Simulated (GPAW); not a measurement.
# A GW chain in GPAW: SnO2 (P4_2/mnm), part 2 of 2

Aim: the G0W0 gap of SnO2 (P4_2/mnm) on PBE, step by step.

GPAW 26.7.0; PBE and many-body steps on it, plane waves. Known limits of the many-body steps: not at the basis limit; no spin-orbit coupling; coarse k mesh.

So far. Step 3 (Bands along the symmetry lines): The gap is 1.311 eV, as in the run before at this level. Step 4 (Empty states on the mesh, 4×4×4 mesh, 105 bands): On this mesh the gap is 1.311 eV.

## Step 5: Screening and self-energy, 4×4×4 mesh, 95 bands, screening to 70 eV

G0W0 replaces the xc potential by the self-energy, built once from these orbitals. Only a window of levels is corrected, while the sums run over the empty bands that the input names.

This step: G0W0 on PBE, plane waves, PAW.

File run.py:

```python
import json
import numpy as np
from gpaw.mpi import world
from gpaw.response.g0w0 import G0W0

gw = G0W0('full.gpw',
    filename='gw',
    kpts=[0],
    bands=(24, 28),
    ecut=70,
    nbands=95,
    integrate_gamma='WS',
    ppa=True)
gw.calculate()
res = {mode: {k: v for k, v in r.items() if k != 'sigma_eskwn'}
       for mode, r in gw.all_results.items()}

if world.rank == 0:
    with open('result.json', 'w') as f:
        json.dump(res, f, default=lambda x: x.tolist())
```

On the command line:

```bash
mpirun -n 4 gpaw python run.py
```

Numbers of over 12 decimals in the logs are rounded to 6 here.

What it wrote:

```text
Using integrator: PointIntegrator
FrequencyGridDescriptor(from 0.000+0.000j to 0.000+27.211j eV, 2 points)
Nonperiodic BCs:  [False False False]
Using integrator: PointIntegrator
FrequencyGridDescriptor(from 0.000+0.000j to 0.000+27.211j eV, 2 points)
Nonperiodic BCs:  [False False False]
  ___  _ _ _
 |   || | | |
 | | || | | |
 |__ ||_____|
 |___|

BZ k-points: Symmetries present (total): 8

  [... matrices ...]
64 k-points: 4 x 4 x 4 Monkhorst-Pack grid + [1/8,1/8,1/8]
21 k-points in the irreducible part of the Brillouin zone
       k-points in crystal coordinates                weights
   0:     0.00000000    0.00000000    0.00000000          1/64
   1:     0.00000000    0.00000000    0.25000000          2/64
   2:     0.00000000    0.00000000    0.50000000          1/64
   3:     0.25000000   -0.25000000    0.00000000          2/64
   4:     0.25000000   -0.25000000    0.25000000          4/64
   5:     0.25000000   -0.25000000    0.50000000          2/64
   6:     0.25000000    0.00000000    0.00000000          4/64
   7:     0.25000000    0.00000000    0.25000000          8/64
   8:     0.25000000    0.00000000    0.50000000          4/64
   9:     0.25000000    0.25000000    0.00000000          2/64
          ...
  20:     0.50000000    0.50000000    0.50000000          1/64

Distributing spins, k-points and bands (1 x 1 x 4) over 4 processes
Number of blocks: 1

Quasi particle states:
k-points (IBZ indices): [0]
Band range: (24, 28)
  [... matrices ...]
Computational parameters:
Plane wave cut-off: 70 eV
Number of bands: 95
Coulomb cutoff: None
Broadening: 0.1 eV

fxc modes: GW
Kernel: RPA
Using Godby-Needs plasmon-pole approximation:
  Fitting energy: i*E0, E0 = 1.000 Hartree
Summing all q:

Calculating screened Coulomb potential
No Coulomb truncation
FrequencyGridDescriptor(from 0.000+0.000j to 0.000+27.211j eV, 2 points)
Removing empty qpoint cache files...

Calculating chi0 body with:
    Ground state adapter containing:
    Number of spins: 1
    Number of kpoints: 64
    Number of irreducible kpoints: 21
    Number of completely occupied states: 26
    Number of partially occupied states: 26
    Occupied states memory: 5.784302 M / cpu

    Linear response parametrization:
    q_c: [0.0, 0.0, 0.0]
    Number of frequency points: 2
    Planewave cutoff: 70.0
    Number of bands: 95
    Number of planewaves: 97
    Broadening (eta): 1e-06
    comm.size: 4
    kncomm.size: 4
    blockcomm.size: 1

    Memory estimate of potentially large arrays:
        chi0_wGG: 0.287140 M / cpu
Integrating chi0 body.

Symmetries of q_c:
    Direct symmetries (Uq -> q): 8
    Indirect symmetries (TUq -> q): 0
In total 8 allowed symmetries.

  [... matrices ...]
21 groups of equivalent kpoints. 67.1875% reduction.

Integral kind: response function
Integrating chi0 head and wings.

Symmetries of q_c:
    Direct symmetries (Uq -> q): 8
    Indirect symmetries (TUq -> q): 0
In total 8 allowed symmetries.

  [... matrices ...]
21 groups of equivalent kpoints. 67.1875% reduction.

Integral kind: response function wings

Calculating chi0 body with:
    Ground state adapter containing:
    Number of spins: 1
    Number of kpoints: 64
    Number of irreducible kpoints: 21
    Number of completely occupied states: 26
    Number of partially occupied states: 26
    Occupied states memory: 5.784302 M / cpu

[... the further q-points ...]

Results:
f:      Occupation numbers
eps:     KS-eigenvalues [eV]
vxc:     KS vxc [eV]
exx:     Exact exchange [eV]
sigma:   Self-energies [eV]
dsigma:  Self-energy derivatives
Z:       Renormalization factors
qp:      QP-energies [eV]

k-point 0 (0): (0.000, 0.000, 0.000)                GW
band       f     eps     vxc     exx   sigma  dsigma       Z      qp
                                                                   GW
  24   1.000   5.303 -20.766 -26.369   5.087  -0.276   0.783   4.898
  25   1.000   6.074 -21.162 -27.148   5.396  -0.276   0.783   5.612
  26   0.000   7.386 -18.524 -14.443  -2.628  -0.184   0.844   8.612
  27   0.000  12.259 -17.797 -12.094  -3.587  -0.203   0.831  14.017
```

Elapsed: 79 s, on 4 MPI ranks of Arm Neoverse V2, shared host; peak memory 1.7 GiB; 5.3 min of CPU time.

Numbers from this step:

```
G0W0 gap on the points computed              : 3.000 eV
least direct G0W0 gap on the computed points : 3.000 eV
Z at the valence top                         : 0.7835
Z at the conduction bottom                   : 0.8445
starting gap on the mesh                     : 1.311 eV
k of the valence top                         : 0, 0, 0
k of the conduction bottom                   : 0, 0, 0
```

The gap on the mesh goes from 1.31 eV to 3.00 eV, a correction of +1.69 eV.

Limits: finite bands, cutoff and mesh; no spin-orbit coupling; coarse k mesh. v1 is the top filled band, c1 the lowest empty one. Levels before and after the correction, in eV, zero at the valence-band top of each column:

```tsv
	conduction bottom	valence top
Kohn-Sham	1.31	0.00
G0W0	3.00	0.00
```

```tsv
	level	energy (eV)
Kohn-Sham	Γ v2	-0.772
Kohn-Sham	Γ v1	0.000
Kohn-Sham	Γ c1	1.311
Kohn-Sham	Γ c2	6.184
G0W0	Γ v2	-0.714
G0W0	Γ v1	0.000
G0W0	Γ c1	3.000
G0W0	Γ c2	8.405
```

## Step 6: Where the time went

Times are wall times on 4 MPI ranks of Arm Neoverse V2, shared host, good to a factor of about two.

```tsv
step	time	share	memory (GiB)
ground state	39 s	20 %	0.82
bands along the symmetry lines	34 s	18 %	0.91
empty states on the mesh	41 s	21 %	0.91
screening and self-energy	79 s	41 %	1.7
```

## Step 7: Outcome

```json
{"PBE gap": "1.31 eV, direct", "G0W0 gap on the mesh": "3.00 eV", "GW settings": "4×4×4 mesh, 95 bands, screening to 70 eV, Godby-Needs plasmon pole", "known limits": "not at the basis limit; no spin-orbit coupling; coarse k mesh"}
```

What this shows: G0W0 moves the gap on the mesh from 1.31 eV to 3.00 eV (+1.69 eV), with Z of 0.78 and 0.84 at the edges. Only 1 of the mesh's irreducible points was corrected, so a valley elsewhere could overtake. The dearest step here is «screening and self-energy». Against experiment, by G0W0@PBE: the gap of 3.00 eV lies −0.60 eV from the measured 3.6 eV (kind not stated, quoted 2022). The calculation has static nuclei and no excitons; a measured gap holds zero-point and thermal motion, which mostly lowers it. Against the values above the computed gap that would widen the miss. An edge that is forbidden or weak in absorption could explain it, and so could too strong a screening: the start's gap is only 1.31 eV, the mesh is coarse, and one shot does not repair that. Bands and cutoff are finite, so the gap is not at the basis limit. The miss can reach some tenths of an eV and take either sign; the mesh is an error of its own. These stock PAW sets were not made for GW. In the G0W0 run levels were corrected at 1 k point alone, so a gap called «on the mesh» is the least over those, and an edge elsewhere would be missed. The 4×4×4 mesh is coarse for this cell, which bears on the long-range parts of exchange and screening. The many-body steps are scalar-relativistic: spin-orbit coupling is not in them.

[Paths, hosts, dates, memory and timing lines, banners, echoed tables and standing remarks are left out of the program output.]

[Logs are printed without paths, hosts, clocks, repeated set-up lines and the standing remarks that a program may print on its own settings, such as how far it seeks lower states.]

[Runs of the session that timed out or met a known fault of the program may be left out.]

[Hosts, paths, dates, database ids (printed as entryN), source tags and the programs' standing remarks are cut or masked in the printed files.]
